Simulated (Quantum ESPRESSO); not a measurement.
**Mo (Im-3m): coupling and resistivity with EPW**

How strongly do phonons scatter the electrons of Mo (Im-3m), and how dense must the meshes be?

Calculated with Quantum ESPRESSO 7.5; DFT LDA, scalar-relativistic, plane waves, PseudoDojo 0.4.1 norm-conserving pseudopotentials.

**What experiment says.**

For Mo (bulk crystal), “List of superconductors” (2026, Wikipedia's table of superconducting elements, as read in December) quotes earlier work: superconducting transition temperature (bulk, normal pressure) 0.92 K.

Report form: the programs' logs are mostly left out.

### 1. Set-up

Symmetry: Im-3m, No. 229, cubic system. Conventional cell: a = 3.147 Å, b = 3.147 Å, c = 3.147 Å, α = 90.00°, β = 90.00°, γ = 90.00°. Mo has 8 Mo at 2.73 Å nearest.

### 2. Relaxation

The cell is relaxed under the functional used for all that follows.

Contents of relax.in:

```
 &control
    calculation='vc-relax',
    prefix='x',
    outdir='./tmp',
    pseudo_dir='./pseudo',
    tprnfor=.true.,
    tstress=.true.,
    etot_conv_thr=1.0d-05,
    forc_conv_thr=4.0d-04,
 /
 &system
    ibrav=0,
    nat=1,
    ntyp=1,
    ecutwfc=80.0,
    occupations='smearing',
    smearing='mv',
    degauss=0.02,
 /
 &electrons
    conv_thr=1.0d-11,
 /
 &ions
 /
 &cell
    press_conv_thr=0.4,
 /
ATOMIC_SPECIES
 Mo     95.9500  Mo.upf
CELL_PARAMETERS angstrom
    -1.573415000    1.573415000    1.573415000
     1.573415000   -1.573415000    1.573415000
     1.573415000    1.573415000   -1.573415000
ATOMIC_POSITIONS crystal
 Mo     0.000000000   0.000000000   0.000000000
K_POINTS automatic
 12 12 12 0 0 0
```

Started as:

```sh
$ OMP_NUM_THREADS=1 mpirun -n 16 pw.x -nk 16 -in relax.in > relax.out
```

The job ended after 5.8 s (16 MPI ranks of Arm Neoverse V1, shared host).

Numbers from this step:

```yaml
free_energy: -1914.8748 eV
pressure: -0.02700 GPa
volume_per_atom: 15.09 Å³/atom
```

The volume ends at 15.09 Å³ an atom, -3.2 % from the start.

### 3. Ground state

Linear response needs a tightly converged ground state.

Contents of scf.in:

```
 &control
    calculation='scf',
    prefix='x',
    outdir='./tmp',
    pseudo_dir='./pseudo',
    tprnfor=.true.,
    tstress=.true.,
 /
 &system
    ibrav=0,
    nat=1,
    ntyp=1,
    ecutwfc=80.0,
    occupations='smearing',
    smearing='mv',
    degauss=0.02,
 /
 &electrons
    conv_thr=1.0d-12,
 /
ATOMIC_SPECIES
 Mo     95.9500  Mo.upf
CELL_PARAMETERS angstrom
    -1.556665700    1.556665700    1.556665700
     1.556665700   -1.556665700    1.556665700
     1.556665700    1.556665700   -1.556665700
ATOMIC_POSITIONS crystal
 Mo     0.000000000   0.000000000   0.000000000
K_POINTS automatic
 12 12 12 0 0 0
```

Started as:

```sh
$ OMP_NUM_THREADS=1 mpirun -n 16 pw.x -nk 16 -in scf.in > scf.out
```

Elapsed: 1.9 s, on 16 MPI ranks; 27 s of CPU time.

Numbers from this step:

- Fermi energy: 21.86 eV
- pressure: -0.02800 GPa

The Fermi level lies at 21.86 eV and the pressure is -0.028 GPa.

### 4. Phonons on the coarse mesh

ph.x gives the dynamical matrices and the changes of the potential on a coarse q mesh, which EPW interpolates.

Contents of ph.in:

```
phonons
 &inputph
    prefix='x',
    outdir='./tmp',
    tr2_ph=1.0d-14,
    fildyn='x.dyn',
    fildvscf='dvscf',
    ldisp=.true.,
    nq1=6,
    nq2=6,
    nq3=6,
    alpha_mix(1)=0.5,
    amass(1)=95.95,
 /
```

Started as:

```sh
$ OMP_NUM_THREADS=1 mpirun -n 16 ph.x -nk 16 -in ph.in > ph.out
```

Wall time 15 min (16 MPI ranks).

Numbers from this step:

```
lowest frequency off the zone centre                                            : 78.20 cm⁻¹
largest magnitude of the acoustic modes at the zone centre, before the sum rule : 6.161 cm⁻¹
```

Frequencies at the irreducible wavevectors:

```
    q1      q2       q3  star  mode 1 (cm⁻¹)  mode 2 (cm⁻¹)  mode 3 (cm⁻¹)
     0       0        0     1           -6.2           -6.2           -6.2
     0       0   0.1667    12           78.2           98.4          151.7
     0       0   0.3333    12          151.3          171.9            240
     0       0      0.5     6          155.9          208.9          282.3
     0  0.1667   0.1667    24          148.1            151          221.1
     0  0.1667   0.3333    48          190.4          207.7          256.1
     0  0.3333   0.3333     8          221.5          240.2          240.2
0.1667  0.1667   0.1667     8          200.7          200.7          244.1
0.1667  0.1667   0.3333    12            209          228.7          244.8
0.1667  0.1667  -0.1667     6          111.7          111.7          215.3
0.1667  0.3333  -0.3333    24          163.4          174.2            253
0.1667     0.5      0.5    12          172.8          230.6          266.6
0.1667     0.5  -0.3333    24          200.4          215.8          261.2
0.3333  0.3333  -0.3333     6            191            191          276.8
0.3333     0.5      0.5    12          189.5          220.5            243
   0.5     0.5      0.5     1          200.2          200.2          200.2
```

The lowest mode off the zone centre lies at 78.2 cm⁻¹ and the highest of all solved modes at 282 cm⁻¹, so the solved wavevectors are stable. The acoustic modes at the centre lie within 6.2 cm⁻¹ of zero before the sum rule is imposed.

### 5. Bands for the check

Bands on a path serve later as the test of the Wannier interpolation; inside the frozen window, points that lie on the coarse mesh match by construction, and those between them test it.

Contents of bands.in:

```
 &control
    calculation='bands',
    prefix='x',
    outdir='./tmp',
    pseudo_dir='./pseudo',
    verbosity='high',
 /
 &system
    ibrav=0,
    nat=1,
    ntyp=1,
    ecutwfc=80.0,
    occupations='smearing',
    smearing='mv',
    degauss=0.02,
    nbnd=30,
 /
 &electrons
    conv_thr=1.0d-10,
 /
ATOMIC_SPECIES
 Mo     95.9500  Mo.upf
CELL_PARAMETERS angstrom
    -1.556665700    1.556665700    1.556665700
     1.556665700   -1.556665700    1.556665700
     1.556665700    1.556665700   -1.556665700
ATOMIC_POSITIONS crystal
 Mo     0.000000000   0.000000000   0.000000000
K_POINTS crystal
73
 0.00000000 0.00000000 0.00000000 0.01369863
 0.02777778 -0.02777778 0.02777778 0.01369863
 0.05555556 -0.05555556 0.05555556 0.01369863
 0.08333333 -0.08333333 0.08333333 0.01369863
[the list of k-points goes on]
```

Started as:

```sh
$ OMP_NUM_THREADS=1 mpirun -n 16 pw.x -nk 16 -in bands.in > bands.out
```

Run time: 2.9 s. Hardware: 16 MPI ranks; 43 s of CPU time.

### 6. States on the coarse mesh

Wannier functions need the states on a full uniform k mesh, and the couplings need it to be a multiple of the q mesh.

Contents of nscf.in:

```
 &control
    calculation='nscf',
    prefix='x',
    outdir='./tmp',
    pseudo_dir='./pseudo',
    verbosity='high',
 /
 &system
    ibrav=0,
    nat=1,
    ntyp=1,
    ecutwfc=80.0,
    occupations='smearing',
    smearing='mv',
    degauss=0.02,
    nbnd=30,
 /
 &electrons
    conv_thr=1.0d-11,
 /
ATOMIC_SPECIES
 Mo     95.9500  Mo.upf
CELL_PARAMETERS angstrom
    -1.556665700    1.556665700    1.556665700
     1.556665700   -1.556665700    1.556665700
     1.556665700    1.556665700   -1.556665700
ATOMIC_POSITIONS crystal
 Mo     0.000000000   0.000000000   0.000000000
K_POINTS crystal
1728
 0.00000000 0.00000000 0.00000000 0.00057870
 0.00000000 0.00000000 0.08333333 0.00057870
 0.00000000 0.00000000 0.16666667 0.00057870
 0.00000000 0.00000000 0.25000000 0.00057870
[the list of k-points goes on]
```

Started as:

```sh
$ OMP_NUM_THREADS=1 mpirun -n 16 pw.x -nk 16 -in nscf.in > nscf.out
```

The job ended after 52 s (16 MPI ranks; 14 min of CPU time).

### 7. Wannier functions and couplings

Projections Mo s, p, d start 9 Wannier functions; states up to 2.5 eV over the Fermi level are frozen, and the projected functions are kept without the localisation step. Hamiltonian, force constants and couplings go to real space.

Contents of epw1.in:

```
--
 &inputepw
    prefix='x',
    outdir='./tmp',
    dvscf_dir='./save',
    elph=.true.,
    etf_mem=1,
    nbndsub=9,
    bands_skipped='exclude_bands = 1-4',
    use_ws=.true.,
    vme='wannier',
    asr_typ='crystal',
    nk1=12,
    nk2=12,
    nk3=12,
    nq1=6,
    nq2=6,
    nq3=6,
    amass(1)=95.95,
    epwwrite=.true.,
    epwread=.false.,
    wannierize=.true.,
    num_iter=0,
    dis_win_max=61.86,
    dis_froz_max=24.36,
    proj(1)='Mo:s;p;d',
    wdata(1)='dis_num_iter = 600',
    wdata(2)='guiding_centres = .true.',
    wdata(3)='num_print_cycles = 50',
    wdata(4)='dis_mix_ratio = 0.7',
    band_plot=.true.,
    filkf='path.dat',
    filqf='path.dat',
    fsthick=100.0,
    efermi_read=.true.,
    fermi_energy=21.8596,
 /
```

Started as:

```sh
$ OMP_NUM_THREADS=1 mpirun -n 16 epw.x -nk 16 -in epw1.in > epw1.out
```

It took 27 min on 16 MPI ranks.

Numbers from this step:

| Property | Result |
| --- | --- |
| r.m.s. error of the interpolated bands from 2 eV under to 1 eV over the Fermi level | 1.7 meV |
| largest error in that range | 10 meV |
| lowest interpolated frequency on the path | 0 cm⁻¹ |

Electronic bands along the path, in eV, zero at the Fermi level; # counts the bands kept:

| point | #1 | #2 | #3 | #4 | #5 | #6 | #7 |
| --- | --- | --- | --- | --- | --- | --- | --- |
| Γ | -7.25 | -1.32 | -1.32 | -1.32 | 1.81 | 1.81 | 15.14 |
| halfway | -3.69 | -2.74 | -0.53 | -0.53 | 1.03 | 3.70 | 15.62 |
| H | -5.62 | -5.62 | 4.33 | 4.33 | 4.33 | 9.47 | 9.47 |
| halfway | -4.48 | -3.38 | -0.69 | 0.43 | 4.72 | 7.98 | 11.27 |
| N | -5.43 | -3.46 | 1.86 | 1.91 | 2.51 | 5.15 | 12.26 |
| halfway | -5.25 | -2.52 | -1.49 | 1.23 | 1.27 | 1.98 | 15.20 |
| Γ | -7.25 | -1.32 | -1.32 | -1.32 | 1.81 | 1.81 | 15.14 |
| 0.47 of the way | -4.39 | -2.69 | -2.69 | 1.77 | 1.77 | 2.93 | 16.33 |
| P | -2.58 | -2.58 | -2.58 | 2.65 | 2.65 | 9.98 | 12.11 |
| 0.47 of the way | -3.19 | -2.94 | -2.94 | 2.45 | 2.45 | 10.77 | 11.23 |
| H | -5.62 | -5.62 | 4.33 | 4.33 | 4.33 | 9.47 | 9.47 |

The same for Wannier interpolation:

```csv
point,#1,#2,#3,#4,#5,#6,#7
Γ,-7.25,-1.32,-1.32,-1.32,1.81,1.81,30.53
H,-5.62,-5.62,4.33,4.33,4.33,10.67,10.67
N,-5.43,-3.46,1.86,1.91,2.54,5.15,12.46
Γ,-7.25,-1.32,-1.32,-1.32,1.81,1.81,30.53
P,-2.58,-2.58,-2.58,2.65,2.65,9.98,12.20
H,-5.62,-5.62,4.33,4.33,4.33,10.67,10.67
```

Phonon branches along the path, in cm⁻¹:

```
          point  branch 1  branch 2  branch 3
              Γ         0         0         0
        halfway       166       166       251
              H       200       200       200
        halfway       183       246       246
              N       156       209       282
        halfway       127       138       203
              Γ         0         0         0
0.47 of the way       156       156       217
              P       227       227       227
0.47 of the way       223       240       240
              H       200       200       200
```

Near the Fermi level the interpolated bands miss those of pw.x by 2 meV r.m.s. and 10 meV at most, each level matched to the nearest interpolated one; the r.m.s. value is under the 60 meV set for going on.

### 8. Coupling and Tc: fine k 20×20×20, q 10×10×10, width 0.15 eV, window 0.61 eV

The couplings are interpolated to a fine mesh near the Fermi level; their sum gives α²F and λ, and the linearised gap equation gives Tc.

Contents of a2f-1.in:

```
--
 &inputepw
    prefix='x',
    outdir='./tmp',
    dvscf_dir='./save',
    elph=.true.,
    etf_mem=1,
    nbndsub=9,
    bands_skipped='exclude_bands = 1-4',
    use_ws=.true.,
    vme='wannier',
    asr_typ='crystal',
    nk1=12,
    nk2=12,
    nk3=12,
    nq1=6,
    nq2=6,
    nq3=6,
    amass(1)=95.95,
    epwwrite=.false.,
    epwread=.true.,
    wannierize=.false.,
    nkf1=20,
    nkf2=20,
    nkf3=20,
    nqf1=10,
    nqf2=10,
    nqf3=10,
    mp_mesh_k=.true.,
    ephwrite=.true.,
    eliashberg=.true.,
    liso=.true.,
    limag=.true.,
    tc_linear=.true.,
    tc_linear_solver='lapack',
    fsthick=0.61,
    degaussw=0.15,
    degaussq=0.5,
    nqstep=500,
    muc=0.13,
    wscut=0.3,
    nsiter=500,
    nstemp=7,
    temps=0.5 1.0 2.0 4.0 8.0 16.0 32.0,
 /
```

Started as:

```sh
$ OMP_NUM_THREADS=1 mpirun -n 16 epw.x -nk 16 -in a2f-1.in > a2f-1.out
```

Run time: 7 min. Hardware: 16 MPI ranks.

Numbers from this step:

* coupling constant λ: 0.4385
* log mean phonon energy ħω_log: 23.78 meV
* density of states at the Fermi level: 0.3345 states/eV a spin and cell
* Fermi level on the fine mesh: 22.01 eV

A2F against phonon energy; read off at these points:

| phonon energy (meV) | a2F |
| --- | --- |
| 0.1 | 0 |
| 1.0 | 0 |
| 2.2 | 0 |
| 3.2 | 0 |
| 4.1 | 0.0054 |
| 5.3 | 1.0e-4 |
| 6.2 | 0.0031 |
| 7.2 | 0.0102 |
| 8.4 | 6.0e-4 |
| 9.3 | 2.0e-4 |
| 10.6 | 0.0146 |
| 11.5 | 0.0172 |
| 12.4 | 0.0124 |
| 13.6 | 0.0311 |
| 14.6 | 0.0035 |
| 15.5 | 3.0e-4 |
| 16.7 | 0.111 |
| 17.6 | 0.118 |
| 18.6 | 0.133 |
| 19.8 | 0.178 |
| 20.4 | 0.475 |
| 20.7 | 0.414 |
| 21.6 | 0.258 |
| 22.9 | 0.360 |
| 23.8 | 0.462 |
| 24.1 | 0.486 |
| 24.7 | 0.447 |
| 25.3 | 0.600 |
| 26.0 | 0.283 |
| 26.9 | 0.137 |
| 27.8 | 0.330 |
| 29.0 | 0.288 |
| 30.0 | 0.273 |
| 30.6 | 0.631 |
| 31.2 | 0.449 |
| 32.1 | 0.256 |
| 33.0 | 0.296 |
| 34.3 | 0.0513 |
| 35.2 | 0.0144 |
| 36.1 | 1.0e-4 |
| 37.4 | 0 |
| 38.3 | 0 |

λ = 0.438 and ħω_log = 23.8 meV. The eigenvalue passes 1 near 1.9 K.

### 9. Resistivity: fine k 24×24×24, q 12×12×12, adaptive width, window 0.32 eV

The Boltzmann equation is solved by iteration on a fine mesh; only states within the window around the Fermi level enter.

Contents of bte-1.in:

```
--
 &inputepw
    prefix='x',
    outdir='./tmp',
    dvscf_dir='./save',
    elph=.true.,
    etf_mem=1,
    nbndsub=9,
    bands_skipped='exclude_bands = 1-4',
    use_ws=.true.,
    vme='wannier',
    asr_typ='crystal',
    nk1=12,
    nk2=12,
    nk3=12,
    nq1=6,
    nq2=6,
    nq3=6,
    amass(1)=95.95,
    epwwrite=.false.,
    epwread=.true.,
    wannierize=.false.,
    nkf1=24,
    nkf2=24,
    nkf3=24,
    nqf1=12,
    nqf2=12,
    nqf3=12,
    mp_mesh_k=.true.,
    scattering=.true.,
    iterative_bte=.true.,
    epmatkqread=.false.,
    assume_metal=.true.,
    int_mob=.false.,
    carrier=.false.,
    ngaussw=-99,
    mob_maxiter=200,
    broyden_beta=0.7,
    fsthick=0.32,
    degaussw=0.0,
    nstemp=6,
    temps=150 200 273 300 400 500,
    restart=.false.,
    selecqread=.false.,
 /
```

Started as:

```sh
$ OMP_NUM_THREADS=1 mpirun -n 16 epw.x -nk 16 -in bte-1.in > bte-1.out
```

Elapsed: 12 min, on 16 MPI ranks; 3.1 h of CPU time.

This step gave:

- iterations: 25
- resistivity at 300 K: 6.240 μΩ cm

Resistivity, by row:

```
T (K)  rho_xx (μΩ cm)  rho_yy  rho_zz  relaxation-time approximation, mean of the axes (μΩ cm)
  150           3.466   3.466   3.466                                                    3.566
  200           4.409   4.409   4.409                                                    4.557
  273           5.749   5.749   5.749                                                    5.953
  300            6.24    6.24    6.24                                                    6.465
  400           8.114   8.114   8.114                                                    8.415
  500           10.07   10.07   10.07                                                    10.46
```

ρ(300 K) = 6.24 μΩ cm; the relaxation-time start gave 6.46. One mesh does not show convergence. The largest adaptive width printed is 0.70 eV, against a window of 0.32 eV outside which no state is counted.

### 10. Resistivity, input with a fault, fine q mesh 8×8×8, fine mesh 8×8×8

Another input is tried.

bad.in, as its differences from bte-1.in of step 9:

```diff
@@ -22,8 +22,8 @@
     wannierize=.false.,
-    nkf1=24,
-    nkf2=24,
-    nkf3=24,
-    nqf1=12,
-    nqf2=12,
-    nqf3=12,
+    nkf1=8,
+    nkf2=8,
+    nkf3=8,
+    nqf1=8,
+    nqf2=8,
+    nqf3=8,
     mp_mesh_k=.true.,
```

Started as:

```sh
$ OMP_NUM_THREADS=1 mpirun -n 16 epw.x -nk 16 -in bad.in > bad.out
```

The job ended after 2.1 min (16 MPI ranks).

Numbers from this step:

```
iterations           : 27
resistivity at 300 K : 1.563 μΩ cm
```

Resistivity, by row:

```
T (K)  rho_xx (μΩ cm)  rho_yy  rho_zz  relaxation-time approximation, mean of the axes (μΩ cm)
  150          0.5564  0.5564  0.5564                                                   0.6136
  200          0.8167  0.8167  0.8167                                                   0.8947
  273           1.333   1.333   1.333                                                    1.454
  300           1.563   1.563   1.563                                                    1.702
  400           2.547   2.547   2.547                                                     2.77
  500           3.635   3.635   3.635                                                    3.944
```

This input has a fine mesh far too coarse, and its ρ(300 K) = 1.56 μΩ cm is no result.

For the resistivity at 300 K, step 9 gave 6.24 μΩ cm; this run, with fine q mesh 8×8×8 and fine mesh 8×8×8, gives 1.56 μΩ cm (-75 %).

(Part 1 of 2 ends here.)

[The logs of pw.x and epw.x are selected lines.]

[Logs are printed without paths, hosts, clocks, repeated set-up lines and the standing remarks that a program may print on its own settings, such as how far it seeks lower states.]

[Hosts, paths, dates, database ids (printed as entryN), source tags and the programs' standing remarks are cut or masked in the printed files.]
